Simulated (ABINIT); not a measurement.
## Quasiparticle gap of Ca2H6Os (Fm-3m) in ABINIT

Aim: the G0W0 gap of Ca2H6Os (Fm-3m) on PBEsol, step by step.

Program: ABINIT 10.8.3. Level of theory: PBEsol and many-body steps on it, plane waves. Results are calculated unless marked as measured.

Report form: the programs' logs are mostly left out.

## 1. Starting point

The structure is cubic, space group Fm-3m (No. 225). Conventional cell: a = 7.230 Å, b = 7.230 Å, c = 7.230 Å, α = 90.00°, β = 90.00°, γ = 90.00°. Nearest to Ca lie 12 H at 2.56 Å. Nearest to H lie 1 Os at 1.71 Å and 4 H at 2.42 Å and 4 Ca at 2.56 Å. Nearest to Os lie 6 H at 1.71 Å. Farther neighbours are not listed.

The cell and positions are those that the Materials Project relaxed with its own functionals (PBE, PBE+U or r2SCAN), kept fixed. Spin-orbit coupling is left out unless a step names it.

## 2. Ground state

This step: ABINIT 10.8.3; DFT, PBEsol, plane waves, norm-conserving pseudopotentials.

The ground-state density comes first.

Input file run.abi:

```
acell 3*1.0 Angstrom
rprim 
  -0.000000000000 3.614821300000 3.614821300000
  3.614821300000 -0.000000000000 3.614821300000
  3.614821300000 3.614821300000 -0.000000000000
ntypat 3
znucl 20 1 76
natom 9
typat 1 1 2 2 2 2 2 2 3
xred 
  0.250000000000 0.250000000000 0.250000000000
  0.750000000000 0.750000000000 0.750000000000
  0.762819760000 0.237180240000 0.237180240000
  0.237180240000 0.762819760000 0.762819760000
  0.237180240000 0.762819760000 0.237180240000
  0.762819760000 0.237180240000 0.762819760000
  0.237180240000 0.237180240000 0.762819760000
  0.762819760000 0.762819760000 0.237180240000
  0.000000000000 0.000000000000 0.000000000000
pp_dirpath "pseudos"
pseudos "Ca.upf, H.upf, Os.upf"
ecut 33
ngkpt 6 6 6
nshiftk 1
shiftk 0 0 0
kptopt 1
chksymbreak 0
nband 29
occopt 1
tolvrs 1e-10
nstep 60
prtwf 0
optforces 0
optstress 0
indata_prefix "in"
outdata_prefix "out"
tmpdata_prefix "tmp"
```

On the command line:

```
> OMP_NUM_THREADS=1 mpirun -n 4 abinit run.abi > log
```

The job ended after 32 s (4 MPI ranks of Arm Neoverse V2, shared host; peak memory 0.4 GiB).

Numbers from this step:

```
total energy               : -4955.4227 eV
gap                        : 2.598 eV
k of the valence top       : -0.3333, 0.5, 0.1667
k of the conduction bottom : 0.5, 0.5, 0
least direct gap           : 2.604 eV
```

The gap is indirect, with the least direct gap 0.007 eV higher.

## 3. Bands along the symmetry lines

The cheap functional maps the bands first; the places of the edges decide which points the dearer methods must see.

Changes to run.abi since step 2:

```diff
@@ -22,14 +22,40 @@
 ecut 33
-ngkpt 6 6 6
-nshiftk 1
-shiftk 0 0 0
-kptopt 1
-chksymbreak 0
-nband 29
-occopt 1
-tolvrs 1e-10
-nstep 60
+iscf -2
+irdden 1
+kptopt 0
+nkpt 26
+kpt 
+  0.00000000 0.00000000 0.00000000
+  0.12500000 0.00000000 0.12500000
+  0.25000000 0.00000000 0.25000000
+  0.37500000 0.00000000 0.37500000
+  0.50000000 0.00000000 0.50000000
+  0.53125000 0.06250000 0.53125000
+  0.56250000 0.12500000 0.56250000
+  0.59375000 0.18750000 0.59375000
+  0.62500000 0.25000000 0.62500000
+  0.37500000 0.37500000 0.75000000
+  0.28125000 0.28125000 0.56250000
+  0.18750000 0.18750000 0.37500000
+  0.09375000 0.09375000 0.18750000
+  0.00000000 0.00000000 0.00000000
+  0.12500000 0.12500000 0.12500000
+  0.25000000 0.25000000 0.25000000
+  0.37500000 0.37500000 0.37500000
+  0.50000000 0.50000000 0.50000000
+  0.50000000 0.43750000 0.56250000
+  0.50000000 0.37500000 0.62500000
+  0.50000000 0.31250000 0.68750000
+  0.50000000 0.25000000 0.75000000
+  0.50000000 0.18750000 0.68750000
+  0.50000000 0.12500000 0.62500000
+  0.50000000 0.06250000 0.56250000
+  0.50000000 0.00000000 0.50000000
+istwfk *1
+nband 28
+nbdbuf 2
+tolwfr 1e-08
+nstep 40
 prtwf 0
-optforces 0
-optstress 0
+prtvol 0
 indata_prefix "in"
```

Run time: 34 s. Hardware: 4 MPI ranks; peak memory 0.37 GiB; 2.2 min of CPU time.

This step gave:

```
gap                        : 2.596 eV
k of the valence top       : 0.5, 0.25, 0.75
k of the conduction bottom : 0.5, 0, 0.5
least direct gap           : 2.604 eV
```

The gap is 2.596 eV, −0.002 eV from the run before at this level.

The electronic bands at the labelled points (eV, zero at the top of the highest filled band):

```tsv
point	band 18	band 19	band 20	band 21	band 22	band 23	band 24	band 25
Γ	-2.09	-0.18	-0.18	-0.18	4.36	4.36	4.79	6.58
halfway	-1.95	-0.48	-0.10	-0.10	3.64	3.98	5.39	5.40
X	-1.80	-0.82	-0.01	-0.01	2.60	3.55	4.72	4.74
halfway	-1.71	-0.67	-0.03	-0.01	2.71	3.63	4.46	4.67
U	-1.51	-0.44	-0.07	-0.03	2.94	3.89	4.33	4.50
jump to K	-1.51	-0.44	-0.07	-0.03	2.94	3.89	4.33	4.50
halfway	-1.50	-0.29	-0.17	-0.14	3.92	4.23	4.77	5.36
Γ	-2.09	-0.18	-0.18	-0.18	4.36	4.36	4.79	6.58
halfway	-1.72	-0.30	-0.16	-0.16	4.25	4.25	5.12	5.69
L	-1.34	-0.38	-0.14	-0.14	4.04	4.31	4.31	4.75
halfway	-1.42	-0.23	-0.19	-0.08	3.32	4.24	4.37	4.46
W	-1.71	-0.22	-0.22	0.00	3.08	4.07	4.07	4.40
halfway	-1.75	-0.55	-0.05	0.00	2.81	3.71	4.36	4.60
X	-1.80	-0.82	-0.01	-0.01	2.60	3.55	4.72	4.74
```

## 4. Empty states on the mesh, 2×2×2 mesh, 91 bands

The sums over transitions need many empty states on a uniform mesh; this step solves for them.

Input file run.abi:

```
acell 3*1.0 Angstrom
rprim 
  -0.000000000000 3.614821300000 3.614821300000
  3.614821300000 -0.000000000000 3.614821300000
  3.614821300000 3.614821300000 -0.000000000000
ntypat 3
znucl 20 1 76
natom 9
typat 1 1 2 2 2 2 2 2 3
xred 
  0.250000000000 0.250000000000 0.250000000000
  0.750000000000 0.750000000000 0.750000000000
  0.762819760000 0.237180240000 0.237180240000
  0.237180240000 0.762819760000 0.762819760000
  0.237180240000 0.762819760000 0.237180240000
  0.762819760000 0.237180240000 0.762819760000
  0.237180240000 0.237180240000 0.762819760000
  0.762819760000 0.762819760000 0.237180240000
  0.000000000000 0.000000000000 0.000000000000
pp_dirpath "pseudos"
pseudos "Ca.upf, H.upf, Os.upf"
ecut 33
ngkpt 2 2 2
nshiftk 1
shiftk 0 0 0
kptopt 1
chksymbreak 0
iscf -2
irdden 1
istwfk *1
nband 91
nbdbuf 8
tolwfr 1e-09
nstep 60
prtvol 0
indata_prefix "in"
outdata_prefix "out"
tmpdata_prefix "tmp"
```

It took 14 s on 4 MPI ranks; peak memory 0.34 GiB; 58 s of CPU time.

Numbers from this step:

| Quantity | Value |
| --- | --- |
| gap | 2.604 eV |
| k of the valence top | 0.5, 0.5, 0 |
| k of the conduction bottom | 0.5, 0.5, 0 |
| least direct gap | 2.604 eV |
| k points computed | 3 |
| lowest point of the top converged band, above the valence top | 34.99 eV |

On this mesh the gap is 2.604 eV.

## 5. Screening, 2×2×2 mesh, 83 bands, screening to 106.1 eV

The RPA dielectric matrix is built and inverted for each q.

This step: RPA screening on PBEsol, plane waves, norm-conserving pseudopotentials.

Changes to run.abi since step 4:

```diff
@@ -27,10 +27,11 @@
 chksymbreak 0
-iscf -2
-irdden 1
 istwfk *1
-nband 91
-nbdbuf 8
-tolwfr 1e-09
-nstep 60
-prtvol 0
+occopt 1
+irdwfk 1
+optdriver 3
+nband 83
+ecuteps 3.9
+inclvkb 2
+awtr 1
+symchi 1
 indata_prefix "in"
```

Run time: 8.7 s. Hardware: 4 MPI ranks; peak memory 1.1 GiB.

This step gave:

```yaml
eps_infinity_with_local_fields_on_this_mesh_along_the_program_s_q_direction: 4.728
the_same_without_local_fields: 5.722
plasma_frequency: 24.76 eV
plane_waves_in_the_screening_matrix: 259
```

Local fields lower ε∞ by 17 %. On a Γ-centred mesh this coarse the value itself is usually too large, while a short band sum pulls it down.

## 6. Self-energy, 2×2×2 mesh, 83 bands, screening to 106.1 eV

The self-energy is evaluated for the states that the input lists, and the levels follow from it, in one-shot runs by the linearised quasiparticle equation.

This step: G0W0 on PBEsol, plane waves, norm-conserving pseudopotentials.

Changes to run.abi since step 5:

```diff
@@ -30,8 +30,17 @@
 irdwfk 1
-optdriver 3
+optdriver 4
 nband 83
+gwcalctyp 0
+ecutsigx 33
+symsigma 1
+nkptgw 2
+kptgw 
+  0.5000000000 0.5000000000 0.0000000000
+  0.0000000000 0.0000000000 0.0000000000
+bdgw 
+  20 23
+  19 23
 ecuteps 3.9
-inclvkb 2
-awtr 1
-symchi 1
+irdscr 1
+ppmodel 1
 indata_prefix "in"
```

Run time: 4.9 s. Hardware: 4 MPI ranks; peak memory 0.74 GiB.

Numbers from this step:

```
G0W0 gap on the points computed              : 3.837 eV
starting gap on the mesh                     : 2.604 eV
k of the valence top                         : 0.5, 0.5, 0
k of the conduction bottom                   : 0.5, 0.5, 0
Z at the valence top                         : 0.799
Z at the conduction bottom                   : 0.829
least direct G0W0 gap on the computed points : 3.837 eV
```

The gap on the mesh goes from 2.60 eV to 3.84 eV, a correction of +1.23 eV.

Limits: finite bands, cutoff and mesh; no spin polarisation; d states lean on the start; no spin-orbit coupling; coarse k mesh. v1 is the top filled band, c1 the lowest empty one. The levels before and after the correction (eV, zero at the valence-band top of each column):

```tsv
	conduction bottom	valence top
Kohn-Sham	2.60	0.00
G0W0	3.84	0.00
```

```tsv
	level	energy (eV)
Kohn-Sham	(0.5 0.5 0) v2-v1	0.000
Kohn-Sham	(0.5 0.5 0) c1	2.604
Kohn-Sham	(0.5 0.5 0) c2	3.554
G0W0	(0.5 0.5 0) v2-v1	0.000
G0W0	(0.5 0.5 0) c1	3.837
G0W0	(0.5 0.5 0) c2	5.105
```

## 7. Where the time went

Times are wall times on 4 MPI ranks of Arm Neoverse V2, shared host, good to a factor of about two.

```tsv
step	time	share	memory (GiB)
ground state	32 s	34 %	0.4
bands along the symmetry lines	34 s	36 %	0.37
empty states on the mesh	14 s	15 %	0.34
screening	8.7 s	9 %	1.1
self-energy	4.9 s	5 %	0.74
```

## 8. Outcome

```yaml
pbesol_gap: 2.60 eV, indirect (only 9 meV under the direct gap)
g0w0_gap_on_the_mesh: 3.84 eV
gw_settings: 2×2×2 mesh, 83 bands, screening to 106.1 eV, Godby-Needs plasmon pole
known_limits: not at the basis limit; no spin polarisation; d states lean on the start; no spin-orbit coupling; coarse k mesh
```

G0W0 moves the gap on the mesh from 2.60 eV to 3.84 eV (+1.23 eV), with Z of 0.80 and 0.83 at the edges. Local fields lower the RPA ε∞ on this mesh from 5.72 to 4.73; a Γ-centred mesh this coarse tends to raise both, most where the direct gap is narrow, while a short band sum lowers them. Only 2 of the mesh's irreducible points were corrected, so a valley elsewhere could overtake. Bands and cutoff are finite, so the gap is not at the basis limit. The miss can reach some tenths of an eV and take either sign; the mesh is an error of its own. In the G0W0 run levels were corrected at 2 k points alone, so a gap called «on the mesh» is the least over those, and an edge elsewhere would be missed. The 2×2×2 mesh is coarse for this cell, which bears on the long-range parts of exchange and screening. The runs have no spin polarisation. For a closed low-spin shell that is the natural state; where a d or f shell is open it is a constraint, and the gap is then not the crystal's own. With d states at the gap, one-shot GW leans hard on its start. The many-body steps are scalar-relativistic: spin-orbit coupling is not in them.

[Paths, hosts, dates, memory and timing lines, banners, echoed tables and standing remarks are left out of the program output.]

[Logs are printed without paths, hosts, clocks, repeated set-up lines and the standing remarks that a program may print on its own settings, such as how far it seeks lower states.]

[Runs of the session that timed out or met a known fault of the program may be left out.]

[Hosts, paths, dates, database ids (printed as entryN), source tags and the programs' standing remarks are cut or masked in the printed files.]

[G0W0 gaps are taken among the corrected bands and points alone; a level outside them can change the order at an edge.]

[Where Ansatz stands beside ABINIT at settings called matched, ABINIT's density can come from a denser mesh and the files from another edition; pairs whose starting gaps differed by over 0.03 eV were left out, so agreement reads better than it is.]
